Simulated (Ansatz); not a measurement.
**N on Mo(100): change of the work function**

Wanted: Δφ(θ) for N/Mo(100), starting from the hollow site.

Main program and level: Ansatz 0.2.0; plane-wave DFT, PBEsol, Ansatz PAW, in the first sound run; inputs show where later runs differ.

This is a report of a sequence of runs, with most program output left out.

### 1. The starting structure

The cell holds 5 atoms: 5 Mo. Cell: a = 3.150 Å, b = 3.150 Å, c = 24.300 Å, α = 90.0°, β = 90.0°, γ = 90.0°. Vacuum lies along c.

### 2. The clean slab

The bare slab comes first, as the zero from which every change is counted. The two lowest layers are held at bulk places and the upper ones relax. The dipole correction removes the false field that a one-sided slab makes across the periodic vacuum, so each face gets a flat vacuum level of its own.

input.yaml

```yaml
crystal:
  lattice:
    - [3.15, 0.0, 0.0]
    - [0.0, 3.15, 0.0]
    - [0.0, 0.0, 24.3]
  atoms:
    - { symbol: Mo, position: [0.0, 0.0, 0.3703703704] }
    - { symbol: Mo, position: [0.5, 0.5, 0.4351851852] }
    - { symbol: Mo, position: [0.0, 0.0, 0.5] }
    - { symbol: Mo, position: [0.5, 0.5, 0.5648148148] }
    - { symbol: Mo, position: [0.0, 0.0, 0.6296296296] }
kpoints:
  mp_grid: { grid: [10, 10, 1] }
hamiltonian:
  xc: pbesol
scf:
  occupations: { method: fermi_dirac, width: 0.1 }
  convergence: { dr2_threshold: 1.0e-08 }
efield:
  axis: 3
  dipole_correction: true
  ramp_position: 0.97
  ramp_width: 0.06
relax:
  f_tol: 0.02
  max_steps: 60
  constraints: [{ sites: [0, 1] }]
output:
  write_potential: true
  write_density: true
  volumetric_format: npy
```

Command:

```
> ansatz run input.yaml --threads 4 --pin off --max-ram 12288MiB --backend cpu --events-out ev --progress --plain --runs-dir out
```

It took 20 s on 4 threads of Arm Neoverse V2, shared host; peak memory 0.62 GiB; 78 s of CPU time.

The steps of the relaxation:

```
step  energy less that of the first step (eV)  largest force component (eV/Å)
   1                                   0.0000                          1.7087
   2                                  -0.1866                          0.6408
   3                                  -0.1944                          0.5743
   4                                  -0.2246                          0.0341
   5                                  -0.2246                          0.0086
```

The run keeps the 8 symmetry operations that it works with, so distortions that break them were not tested.

The atoms that moved most (Å):

```
atom     dx     dy      dz  length
 Mo5  0.000  0.000  -0.247   0.247
 Mo3  0.000  0.000  -0.067   0.067
 Mo4  0.000  0.000  -0.018   0.018
```

The relaxed structure:

```xyz
5
Lattice="3.1500 0.0000 0.0000 0.0000 3.1500 0.0000 0.0000 0.0000 24.3000" Properties=species:S:1:pos:R:3
Mo    0.0000    0.0000    9.0000
Mo    1.5750    1.5750   10.5750
Mo    0.0000    0.0000   12.0835
Mo    1.5750    1.5750   13.7066
Mo    0.0000    0.0000   15.0534
```

This step gave:

```yaml
energy_at_zero_smearing: -24482.6430 eV
work_function_upper_face: 4.003 eV
work_function_lower_face: 4.094 eV
dipole_along_the_normal: 0.004990 e·Å
step_between_the_vacuum_levels: -0.09101 eV
```

Running mean over 1.575 Å of the planar mean; the ramp of the sawtooth is left out. Electron's electrostatic potential energy less the Fermi level against z:

```
z (Å)  electron's electrostatic potential energy less the Fermi level (eV)
  3.0                                                                 4.09
  3.5                                                                 4.09
  4.0                                                                 4.09
  4.5                                                                 4.09
  5.0                                                                 4.09
  5.5                                                                 4.07
  6.0                                                                 4.01
  6.5                                                                 3.85
  7.0                                                                 3.37
  7.5                                                                 1.81
  8.0                                                                -2.43
  8.5                                                                -8.13
  9.0                                                                -11.5
  9.5                                                                -12.3
 10.0                                                                -12.5
 10.5                                                                -12.8
 11.0                                                                -13.3
 11.5                                                                -13.5
 12.0                                                                -13.0
 12.5                                                                -12.4
 13.0                                                                -12.3
 13.5                                                                -12.9
 14.0                                                                -14.4
 14.5                                                                -14.8
 15.0                                                                -12.9
 15.5                                                                -8.82
 16.0                                                                -3.01
 16.5                                                                 1.52
 17.0                                                                 3.24
 17.5                                                                 3.75
 18.0                                                                 3.92
 18.5                                                                 3.98
 19.0                                                                 3.99
 19.5                                                                 4.00
 20.0                                                                 4.00
 20.5                                                                 4.00
 21.0                                                                 4.00
```

The relaxation took 5 steps and lowered the energy by 0.22 eV; the largest force on the free atoms ends at 0.0086 eV/Å.

The work function of the upper face is 4.00 eV.

### 3. The covered slab, k-mesh 4×4×1, coverage 0.111 ML

System of this step: Mo45N (N/Mo(100)). The cell holds 46 atoms: 45 Mo and 1 N. Cell: a = 9.450 Å, b = 9.450 Å, c = 24.553 Å, α = 90.0°, β = 90.0°, γ = 90.0°. Vacuum lies along c.

The clean slab as it ended is repeated in the plane and the adsorbate is set on one face; the cell's size fixes the coverage, and the k-mesh shrinks with it to keep the sampling density about even. Adsorbate and upper layers relax, since the dipole depends on the height.

input.yaml

```yaml
crystal:
  lattice:
    - [9.45, 0.0, 0.0]
    - [0.0, 9.45, 0.0]
    - [0.0, 0.0, 24.5534437742]
  atoms:
    - { symbol: Mo, position: [0.0, 0.0, 0.3665473602] }
    - { symbol: Mo, position: [0.1666666667, 0.1666666667, 0.4306931483] }
    - { symbol: Mo, position: [0.0, 0.0, 0.4921301245] }
    - { symbol: Mo, position: [0.1666666667, 0.1666666667, 0.5582348982] }
    - { symbol: Mo, position: [0.0, 0.0, 0.6130888975] }
    - { symbol: Mo, position: [0.0, 0.3333333333, 0.3665473602] }
    - { symbol: Mo, position: [0.1666666667, 0.5, 0.4306931483] }
    - { symbol: Mo, position: [0.0, 0.3333333333, 0.4921301245] }
[... 33 atom lines left out ...]
    - { symbol: Mo, position: [0.8333333333, 0.8333333333, 0.4306931483] }
    - { symbol: Mo, position: [0.6666666667, 0.6666666667, 0.4921301245] }
    - { symbol: Mo, position: [0.8333333333, 0.8333333333, 0.5582348982] }
    - { symbol: Mo, position: [0.6666666667, 0.6666666667, 0.6130888975] }
    - { symbol: "N", position: [0.1666666667, 0.1666666667, 0.6334526398] }
kpoints:
  mp_grid: { grid: [4, 4, 1] }
hamiltonian:
  xc: pbesol
scf:
  occupations: { method: fermi_dirac, width: 0.1 }
  convergence: { dr2_threshold: 1.0e-08 }
efield:
  axis: 3
  dipole_correction: true
  ramp_position: 0.97
  ramp_width: 0.06
relax:
  f_tol: 0.02
  max_steps: 60
  constraints:
    - { sites: [0, 1, 5, 6, 10, 11, 15, 16, 20, 21, 25, 26, 30, 31, 35, 36, 40, 41] }
output:
  bader: true
  write_potential: true
  write_density: true
  volumetric_format: npy
```

Wall time 32 min (4 threads); peak memory 8.5 GiB.

This run has no spin polarisation although its electron count is odd.

Step by step:

```
step  energy less that of the first step (eV)  largest force component (eV/Å)
   1                                   0.0000                          5.2798
   2                                  -0.5830                          1.7716
   3                                  -0.9384                          0.6692
   4                                  -1.0428                          0.4707
   5                                  -1.0643                          0.1920
   6                                  -1.0684                          0.1063
   7                                  -1.0501                          0.2571
   8                                  -1.0700                          0.0140
```

Relaxation step 7 was tried and not accepted.

The run keeps the 8 symmetry operations that it works with, so distortions that break them were not tested.

The atoms that moved most (Å):

```
atom      dx      dy      dz  length
Mo25  -0.118  -0.118   0.070   0.181
Mo10   0.118  -0.118   0.070   0.181
Mo20  -0.118   0.118   0.070   0.181
 Mo5   0.118   0.118   0.070   0.181
 Mo4   0.000   0.000  -0.162   0.162
 N46   0.000   0.000   0.116   0.116
Mo15  -0.073   0.000   0.016   0.075
Mo35   0.000  -0.073   0.016   0.075
```

Numbers from this step:

```
energy at zero smearing        : -220725.1822 eV
work function, upper face      : 3.995 eV
work function, lower face      : 4.089 eV
dipole along the normal        : 0.04640 e·Å
step between the vacuum levels : -0.09401 eV
```

Running mean over 1.575 Å of the planar mean; the ramp of the sawtooth is left out. Table of electron's electrostatic potential energy less the Fermi level by z:

z (Å), electron's electrostatic potential energy less the Fermi level (eV) and a bar from the least value:
```
      3.5        4.1 ##############################
      4.0        4.1 ##############################
      4.5        4.1 ##############################
      5.0        4.1 ##############################
      5.5        4.1 ##############################
      6.0        4.0 ##############################
      6.5        3.8 ##############################
      7.0        3.4 #############################
      7.5        1.8 ##########################
      8.0       -2.4 ###################
      8.5       -8.1 ##########
      9.0      -11.5 #####
      9.5      -12.3 ####
     10.0      -12.5 ###
     10.5      -12.8 ###
     11.0      -13.3 ##
     11.5      -13.4 ##
     12.0      -13.0 ##
     12.5      -12.6 ###
     13.0      -12.4 ###
     13.5      -12.9 ###
     14.0      -14.1 #
     14.5      -14.5 
     15.0      -13.3 ##
     15.5       -9.7 ########
     16.0       -4.0 #################
     16.5        1.1 #########################
     17.0        3.1 ############################
     17.5        3.7 #############################
     18.0        3.9 ##############################
     18.5        4.0 ##############################
     19.0        4.0 ##############################
     19.5        4.0 ##############################
     20.0        4.0 ##############################
     20.5        4.0 ##############################
     21.0        4.0 ##############################
     21.5        4.0 ##############################
```

The relaxation took 8 steps and lowered the energy by 1.1 eV; the largest force on the free atoms ends at 0.014 eV/Å.

The covered face has 3.99 eV, -0.01 eV against the clean one; the bare back face has moved by -0.01 eV, a measure of how thin the slab is.

(Part 1 of 3 ends here.)

[Logs are printed without paths, hosts, clocks, repeated set-up lines and the standing remarks that a program may print on its own settings, such as how far it seeks lower states.]

[Hosts, paths, dates, database ids (printed as entryN), source tags and the programs' standing remarks are cut or masked in the printed files.]

[Maps of the electrostatic potential energy from Ansatz leave out the sawtooth potential of an applied field or a dipole correction, so their vacuum need not be flat; planar profiles and work functions include it.]
